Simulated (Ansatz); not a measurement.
# Quasi-harmonic thermodynamics of ReS (hypothetical, F-43m)

Wanted: α(T), C_P(T) and B(T) of ReS (hypothetical) in the quasi-harmonic approximation. The crystal structure is hypothetical: it was made by swapping elements on a known structure type.

Main program and level: Ansatz 0.2.0; DFT PBEsol, scalar-relativistic, plane waves, PAW.

## (1) The structure

The structure is cubic, space group F-43m (No. 216). Conventional cell: a = 5.875 Å, b = 5.875 Å, c = 5.875 Å, α = 90.00°, β = 90.00°, γ = 90.00°. Nearest to Re lie 4 S at 2.54 Å. S has 4 Re at 2.54 Å nearest. Farther neighbours and most contacts between anions are not listed.

## (2) Probe on a coarse mesh

Before spending time, one coarse run tells the gap and the pressure of the starting cell.

input.yaml reads:

```yaml
crystal:
  lattice:
    - [0.0, 2.93757, 2.93757]
    - [2.93757, 0.0, 2.93757]
    - [2.93757, 2.93757, 0.0]
  atoms:
    - { symbol: Re, position: [0.0, 0.0, 0.0] }
    - { symbol: S, position: [0.25, 0.25, 0.25] }
kpoints:
  mp_grid: { grid: [6, 6, 6] }
hamiltonian:
  xc: pbesol
scf:
  occupations: { method: gaussian, width: 0.1 }
output:
  forces: true
  stress: true
  eigenvalues: true
```

Run with:

```sh
> ansatz run input.yaml --threads 4 --pin off --max-ram 8192MiB --backend cpu --events-out ev --progress --plain --runs-dir out
```

Numbers of over 12 decimals in the logs are rounded to 6 here.

What it wrote:

```text
Engine: ansatz 0.2.0, x86_64-unknown-linux-gnu
Pseudopotentials: kind: paw
Pseudopotential: Re, paw, valence charge 15, recommended cutoff 420 eV (normal), Re.paw.azcp
Pseudopotential: S, paw, valence charge 6, recommended cutoff 420 eV (normal), S.paw.azcp
Functional definition: PBEsol
  exchange = pbesol_x
  correlation = pbesol_c
Crystal: 2 atoms, lattice volume = 50.698 Å³
Basis set: ecut = 420 eV, 965 PW (Γ), exchange–correlation on 60×60×60 points (8 copies of the dense FFT grid, shifted against one another)
Bands: 15, of which v1, the nominal top of the filled ones, is band 11 counted from 1 (10 counted from 0)
Symmetry: 24 space group operations
Space group: F-43m (ITA 216), of the structure as read, at distance tolerance 3.7e-5 Å
k-points: 16 of 216 (time reversal used)
Non-local potential: Re, projectors of the file, l = 0: 3, l = 1: 2, l = 2: 2, l = 3: 1
Non-local potential: S, projectors of the file, l = 0: 2, l = 1: 2, l = 2: 2
PAW form: soft (Blöchl's): semilocal exchange-correlation on the pseudo side does not see the compensation charge
PAW frozen core: Re, regenerated for the run's functional, and the local potential with it (the file was generated under x = pbe(κ = 0.804, μ = 0.219515), c = pbe(β = 0.066725))
PAW frozen core: S, regenerated for the run's functional, and the local potential with it (the file was generated under x = pbe(κ = 0.804, μ = 0.219515), c = pbe(β = 0.066725))
PAW one-centre angular grid: Re, 590 points (default); XC on 64 Gauss nodes
PAW one-centre angular grid: S, 110 points (default); XC on 64 Gauss nodes
Initial density: superposition of atomic densities (neutral atoms: chi_scale 0, normalization atom), corrected by the library's trained network
Initial wavefunctions: pseudopotential atomic-orbital guess
Functional: x = pbesol(κ = 0.804, μ = 0.123457), c = pbesol(β = 0.046)
SCF iter   1: F=—  HF=-11619.455462 eV  |F-HF|=—  |Δ(HF+E_count)|=         —  Δρ=7.10e-3  dr2=4.18e-2  ethr=1.77e-3  ⟨swp⟩=5.1  Hψ=1245  notcnv=0
preconditioner: auto → LDOS  [metal: Δε(μ)=0.051 eV  Ē_g=7.311 eV  σ=0.100 eV  W_gap=0.27  n_scr=14 (ndim 8)  ℏωp=18.8 eV  f_vac=0.019  D(μ)=3.36/eV (n_scr^D=26)  β→1.0]
SCF iter   2: F=—  HF=-11619.448364 eV  |F-HF|=—  |Δ(HF+E_count)|=   7.10e-3  Δρ=3.33e-3  dr2=5.75e-3  ethr=1.99e-4  ⟨swp⟩=2.0  Hψ=504  notcnv=0  defer=5
SCF iter   3: F=—  HF=-11619.446929 eV  |F-HF|=—  |Δ(HF+E_count)|=   1.43e-3  Δρ=5.48e-4  dr2=2.95e-4  ethr=2.74e-5  ⟨swp⟩=2.0  Hψ=302  notcnv=0  defer=5
SCF iter   4: F=—  HF=-11619.446882 eV  |F-HF|=—  |Δ(HF+E_count)|=   4.69e-5  Δρ=9.63e-5  dr2=6.99e-6  ethr=1.40e-6  ⟨swp⟩=2.0  Hψ=285  notcnv=0  defer=5
SCF iter   5: F=—  HF=-11619.446882 eV  |F-HF|=—  |Δ(HF+E_count)|=   2.89e-7  Δρ=1.16e-5  dr2=7.76e-8  ethr=3.33e-8  ⟨swp⟩=2.1  Hψ=300  notcnv=0  defer=5
SCF iter   6: F=-11619.446882 eV  HF=-11619.446882 eV  |F-HF|=1.06e-8  |Δ(HF+E_count)|=   4.80e-8  Δρ=4.62e-6  dr2=1.66e-8  ethr=3.70e-10  ⟨swp⟩=3.5  Hψ=972  notcnv=0
SCF 1 converged in 6 iterations: F = -11619.446882 eV  dr2 = 1.66e-8
  greatest PAW one-centre occupation: 0.999 electrons in one spin orbital (limit 2), on the Re atom at site 0 (counted from 0), in its partial waves of l = 0
SCF converged after 6 iterations
Free energy (F): -11619.446882 eV
Harris-Foulkes:  -11619.446882 eV  (|F-HF|=1.06e-8)
Internal energy: -11619.429540 eV  (E = F + TS)
E sigma→0 (E₀):  -11619.438211 eV
Entropy (-TS):   -0.017342 eV (-8.671 meV/atom)
Fermi energy:    8.210065 eV
--- Per-component energies (eV) ---
  E_band       = -295.075961
  E_kinetic    = 633.350453
  E_local      = -1697.081884  (includes V_loc(G=0)·N_el)
  E_nonlocal   = 83.757211
  E_hartree    = 607.742183
  E_xc         = -488.386036
  E_vxc        = -380.065047  (∫ρ·V_xc dr)
  E_paw        = -9115.751016  (= ΣΔE_a)
  E_vpaw       = -150.526420  (= ΣTr[D̂ρ^β])
  E_aug_tail   = -0.000080  (compensation charges beyond the density's cutoff)
  E_ewald      = -1643.355583
  E_core_change = 0.295211  (= ΣΔE_core)
  E_smearing   = -0.017342  (= −TS)
  E_closure    = -0.000000  (closes the sum)
  Σ components = -11619.446882   (vs F -11619.446882, Δ=0.00e0)
--- Forces (eV/Å), atoms counted from 1 ---
  atom   1  Re    -0.00000000     0.00000000     0.00000000
  atom   2  S     -0.00000000     0.00000000    -0.00000000
  max |Σ_I F_I| component: 1.94e-16 eV/Å
--- Stress (GPa, compression-positive) ---
      -29.976172      -0.000000       0.000000
       -0.000000     -29.976172      -0.000000
        0.000000      -0.000000     -29.976172
  P = ⅓ Tr σ = -29.9762 GPa (-299.762 kbar)
--- Band table (eV; the first three rows and the last of 16) ---
  k-point 0: bands = [... 7 lower, 3.5729, 7.6213, 7.6213, 8.3046, 11.2022, 11.2022, 11.2022, 14.8751]
  k-point 1: bands = [... 7 lower, 3.6543, 7.5718, 7.5718, 9.0438, 10.4417, 10.9826, 10.9826, 14.1202]
  k-point 2: bands = [... 7 lower, 3.8009, 7.6646, 7.6646, 8.6035, 10.2748, 10.2748, 10.5400, 14.0680]
  k-point 15: bands = [... 7 lower, 4.3056, 6.8885, 7.4138, 8.1433, 8.7803, 9.4925, 13.5223, 13.8946]
```

The job ended after 1.8 s (4 threads of Intel Xeon Platinum 8488C (Sapphire Rapids), shared host; peak memory 0.37 GiB).

This run has no spin polarisation although its electron count is odd.

Numbers from this step:

```yaml
pressure: -29.98 GPa
volume_per_atom: 25.35 Å³
gap_on_the_k_mesh: 0 eV
```

The start is under -30 GPa at this level and looks like a metal on this mesh.

## (3) A loose first relaxation

The start is far from rest, so a relaxation with loose thresholds first brings it near the minimum.

Edit input.yaml of step 2 so:

```diff
@@ -18 +18,6 @@
   eigenvalues: true
+relax:
+  adjacent_minimum: "off"
+  f_tol: 0.05
+  max_steps: 80
+  cell: { stress_tol: 0.5 }
```

What it wrote:

```text
[...]
Crystal: 2 atoms, lattice volume = 50.698 Å³
Basis set: ecut = 420 eV, 965 PW (Γ), exchange–correlation on 60×60×60 points (8 copies of the dense FFT grid, shifted against one another)
Bands: 15, of which v1, the nominal top of the filled ones, is band 11 counted from 1 (10 counted from 0)
Symmetry: 24 space group operations
[...]
k-points: 16 of 216 (time reversal used)
[...]
SCF iter   1: F=—  HF=-11619.455462 eV  |F-HF|=—  |Δ(HF+E_count)|=         —  Δρ=7.10e-3  dr2=4.18e-2  ethr=1.77e-3  ⟨swp⟩=5.1  Hψ=1245  notcnv=0
[...]
SCF iter   6: F=-11619.446882 eV  HF=-11619.446882 eV  |F-HF|=1.06e-8  |Δ(HF+E_count)|=   4.81e-8  Δρ=4.62e-6  dr2=1.66e-8  ethr=3.70e-10  ⟨swp⟩=3.6  Hψ=971  notcnv=0
SCF 1 converged in 6 iterations: F = -11619.446882 eV  dr2 = 1.66e-8
[...]
relax step   1: F+E_penalty+E_count = -11619.44688184 eV  Δ(F+E_penalty+E_count) = +0.000e0 eV  max|allowed force component| = 5.320e-17 eV/Å  Δτ_max = 0.0000 Å  P = -29.976 GPa  Ω = 50.698 Å³  (6 SCF iters, dr2 threshold 1.00e-7 eV, accepted)
Crystal: 2 atoms, lattice volume = 43.639 Å³
Basis set: ecut = 420 eV, 869 PW (Γ), exchange–correlation on 60×60×60 points (8 copies of the dense FFT grid, shifted against one another)
[...]
iter 1 solved again at ethr=1.01e-4 eV; its pass at ethr=3.10e-3 eV (dr2=2.12e-2 eV) is discarded
[...]
SCF iter   7: F=-11620.711552 eV  HF=-11620.711552 eV  |F-HF|=2.89e-9  |Δ(HF+E_count)|=   1.65e-7  Δρ=6.19e-6  dr2=3.03e-8  ethr=9.52e-10  ⟨swp⟩=4.9  Hψ=976  notcnv=0
SCF 2 converged in 7 iterations: F = -11620.711552 eV  dr2 = 3.03e-8
relax step   2: F+E_penalty+E_count = -11620.71155236 eV  Δ(F+E_penalty+E_count) = -1.265e0 eV  max|allowed force component| = 2.082e-17 eV/Å  Δτ_max = 0.0000 Å  P = -26.088 GPa  Ω = 43.639 Å³  energy of the carried Pulay correction = +1.568e-3 eV  (7 SCF iters, dr2 threshold 2.00e-7 eV, accepted)
Crystal: 2 atoms, lattice volume = 37.268 Å³
Basis set: ecut = 420 eV, 725 PW (Γ), exchange–correlation on 60×60×60 points (8 copies of the dense FFT grid, shifted against one another)
[...]
SCF iter   6: F=-11621.515292 eV  HF=-11621.515292 eV  |F-HF|=7.28e-11  |Δ(HF+E_count)|=   2.09e-8  Δρ=1.20e-6  dr2=2.12e-10  ethr=2.47e-10  ⟨swp⟩=2.2  Hψ=803  notcnv=0
SCF 3 converged in 6 iterations: F = -11621.515292 eV  dr2 = 2.12e-10
relax step   3: F+E_penalty+E_count = -11621.51529197 eV  Δ(F+E_penalty+E_count) = -8.037e-1 eV  max|allowed force component| = 5.551e-17 eV/Å  Δτ_max = 0.0000 Å  P = -11.561 GPa  Ω = 37.268 Å³  energy of the carried Pulay correction = +3.200e-3 eV  (6 SCF iters, dr2 threshold 2.00e-7 eV, accepted)
[...]
relax step   4: F+E_penalty+E_count = -11621.57649575 eV  Δ(F+E_penalty+E_count) = -6.120e-2 eV  max|allowed force component| = 3.007e-17 eV/Å  Δτ_max = 0.0000 Å  P = +8.669 GPa  Ω = 33.402 Å³  energy of the carried Pulay correction = +4.311e-3 eV  (6 SCF iters, dr2 threshold 2.00e-7 eV, accepted)
[...]
relax step   5: F+E_penalty+E_count = -11621.61190167 eV  Δ(F+E_penalty+E_count) = -3.541e-2 eV  max|allowed force component| = 3.701e-17 eV/Å  Δτ_max = 0.0000 Å  P = -0.143 GPa  Ω = 34.802 Å³  energy of the carried Pulay correction = +3.897e-3 eV  (6 SCF iters, dr2 threshold 2.00e-7 eV, accepted)
Basis set: ecut = 420 eV, 701 PW (Γ), exchange–correlation on 50×50×50 points (8 copies of the dense FFT grid, shifted against one another)
[...]
SCF iter   6: F=-11621.609184 eV  HF=-11621.609184 eV  |F-HF|=5.46e-12  |Δ(HF+E_count)|=  5.46e-12  Δρ=5.70e-8  dr2=6.88e-13  ethr=1.00e-12  ⟨swp⟩=2.0  Hψ=694  notcnv=0
SCF 6 converged in 6 iterations: F = -11621.609184 eV  dr2 = 6.88e-13
relax step   6: F+E_penalty+E_count = -11621.60918397 eV  Δ(F+E_penalty+E_count) = +2.718e-3 eV  max|allowed force component| = 3.007e-17 eV/Å  Δτ_max = 0.0000 Å  P = -0.175 GPa  Ω = 34.802 Å³  stress off target by 1.75e-1 GPa  SCF on the basis re-selected at this cell (its energy is not comparable with the rows above)  (6 SCF iters)
basis re-selected at this cell: Δ(F+E_penalty+E_count) = +2.718e-3 eV, ΔP = -0.032 GPa vs the last step (what re-selecting the basis moved, of the pressure what is left beyond the Pulay correction that the steps carried, after the strain that the cell walked since its last selection, with what the two solves' SCF thresholds leave and, on support functions, any second-order correction that the steps lacked; it is no measure of the basis error at this ecutwfc). The dense FFT grid was sized anew with the basis: this SCF ran on 25×25×25 points, the steps before it on 30×30×30, so part of this shift can come from that change (see relax.cell in the input reference). [rest of the remark cut]
SCF converged after 6 iterations
Free energy (F): -11621.609184 eV
[...]
Internal energy: -11621.597012 eV  (E = F + TS)
E sigma→0 (E₀):  -11621.603098 eV
Entropy (-TS):   -0.012172 eV (-6.086 meV/atom)
Fermi energy:    14.009679 eV
[...]
--- Stress (GPa, compression-positive) ---
       -0.175214       0.000000       0.000000
        0.000000      -0.175214       0.000000
        0.000000       0.000000      -0.175214
  P = ⅓ Tr σ = -0.1752 GPa (-1.752 kbar)
--- Band table (eV; the first three rows and the last of 16) ---
  k-point 0: bands = [... 7 lower, 7.7026, 12.8527, 12.8527, 15.3302, 18.9771, 18.9771, 18.9771, 22.3731]
  k-point 1: bands = [... 7 lower, 7.8588, 12.7411, 12.7411, 16.2798, 17.8547, 18.8911, 18.8911, 21.0074]
  k-point 2: bands = [... 7 lower, 8.1228, 12.9356, 12.9356, 14.7874, 17.5791, 17.5791, 18.0017, 21.2277]
  k-point 15: bands = [... 7 lower, 9.3280, 11.3937, 12.6843, 14.0017, 15.1323, 16.4244, 21.9268, 22.3010]
--- Relaxed structure (5 steps of the walk, 5 accepted, 1 SCFs on fresh bases) ---
  F+E_penalty+E_count = -11621.60918397 eV   max|allowed force component| = 3.007e-17 eV/Å   (the final SCF, on the basis selected at the relaxed cell)
  cell:  # Å, volume = 34.8022 Å³
    - [0, 2.591347, 2.591347]
    - [2.591347, 0, 2.591347]
    - [2.591347, 2.591347, 0]
  atoms:
    - { symbol: Re, position: [0, 0, 0] }
    - { symbol: S, position: [0.25, 0.25, 0.25] }
```

Wall time 4.2 s (4 threads); peak memory 0.37 GiB; 13 s of CPU time.

Relaxation path:

| step | energy less that of the first step (eV) | largest force component (eV/Å) | pressure (GPa) | volume (Å³) |
| --- | --- | --- | --- | --- |
| 1 | 0.0000 | 0.0000 | -29.98 | 50.70 |
| 2 | -1.2647 | 0.0000 | -26.09 | 43.64 |
| 3 | -2.0684 | 0.0000 | -11.56 | 37.27 |
| 4 | -2.1296 | 0.0000 | 8.67 | 33.40 |
| 5 | -2.1650 | 0.0000 | -0.14 | 34.80 |
| 6* | -2.1623 | 0.0000 | -0.18 | 34.80 |

Relaxation steps marked * repeat the geometry before them on a plane-wave basis chosen anew for their cell, so energy and pressure can jump there.

Forces are held to the 24 operations that the run works with; a distortion that breaks them can't arise in this run.

| conventional cell, symmetrised | before | after | change |
| --- | --- | --- | --- |
| a (Å) | 5.875 | 5.183 | -11.8 % |
| b (Å) | 5.875 | 5.183 | -11.8 % |
| c (Å) | 5.875 | 5.183 | -11.8 % |
| volume (Å³/atom) | 25.35 | 17.40 | -31.4 % |

The relaxed structure:

```xyz
2
Lattice="0.0000 2.5913 2.5913 2.5913 0.0000 2.5913 2.5913 2.5913 0.0000" Properties=species:S:1:pos:R:3 pbc="T T T"
Re    0.0000    0.0000    0.0000
S     1.2957    1.2957    1.2957
```

This step gave:

- pressure: -0.1752 GPa
- volume per atom: 17.40 Å³

The relaxation ends with a pressure of -0.18 GPa.

## (4) Relaxation

Phonons are second derivatives about a minimum, so cell and atoms are relaxed first, inside the symmetry of the start.

input.yaml, the sections that differ from step 3:

```yaml
crystal:
  lattice:
    - [0.0, 2.5913473013, 2.5913473013]
    - [2.5913473013, 0.0, 2.5913473013]
    - [2.5913473013, 2.5913473013, 0.0]
  atoms:
    - { symbol: Re, position: [0.0, 0.0, 0.0] }
    - { symbol: S, position: [0.25, 0.25, 0.25] }
kpoints:
  mp_grid: { grid: [14, 14, 14] }
relax:
  adjacent_minimum: "off"
  f_tol: 0.005
  max_steps: 80
  cell: { stress_tol: 0.05 }
# hamiltonian, scf, output: as in step 3
```

What it wrote:

```text
[...]
Crystal: 2 atoms, lattice volume = 34.802 Å³
Basis set: ecut = 420 eV, 701 PW (Γ), exchange–correlation on 50×50×50 points (8 copies of the dense FFT grid, shifted against one another)
Bands: 15, of which v1, the nominal top of the filled ones, is band 11 counted from 1 (10 counted from 0)
Symmetry: 24 space group operations
[...]
k-points: 104 of 2744 (time reversal used)
[...]
k-point 103: bands = [... 7 lower, 9.3221, 11.3427, 12.5985, 13.9976, 15.2524, 16.7678, 21.8752, 22.2032]
--- Relaxed structure (2 steps of the walk, 2 accepted, 1 SCFs on fresh bases) ---
[...]
cell:  # Å, volume = 34.8346 Å³
    - [0, 2.592152, 2.592152]
    - [2.592152, 0, 2.592152]
    - [2.592152, 2.592152, 0]
  atoms:
    - { symbol: Re, position: [0, 0, 0] }
    - { symbol: S, position: [0.25, 0.25, 0.25] }
[key lines of the parts left out:]
SCF converged after 5 iterations
Free energy (F): -11621.564817 eV
Fermi energy:    14.037461 eV
P = ⅓ Tr σ = -0.0155 GPa (-0.155 kbar)
```

Wall time 5.9 s (4 threads); peak memory 0.48 GiB; 21 s of CPU time.

Little changed from the start: no atom moved by 0.005 Å and no cell edge by 0.1 %.

Numbers from this step:

- pressure: -0.01547 GPa
- volume per atom: 17.42 Å³

(Part 1 of 3 ends here.)

[Logs are printed without paths, hosts, clocks, repeated set-up lines and the standing remarks that a program may print on its own settings, such as how far it seeks lower states.]

[Hosts, paths, dates, database ids (printed as entryN), source tags and the programs' standing remarks are cut or masked in the printed files.]

[A step with changed settings may run another functional than the one named; its input shows which.]
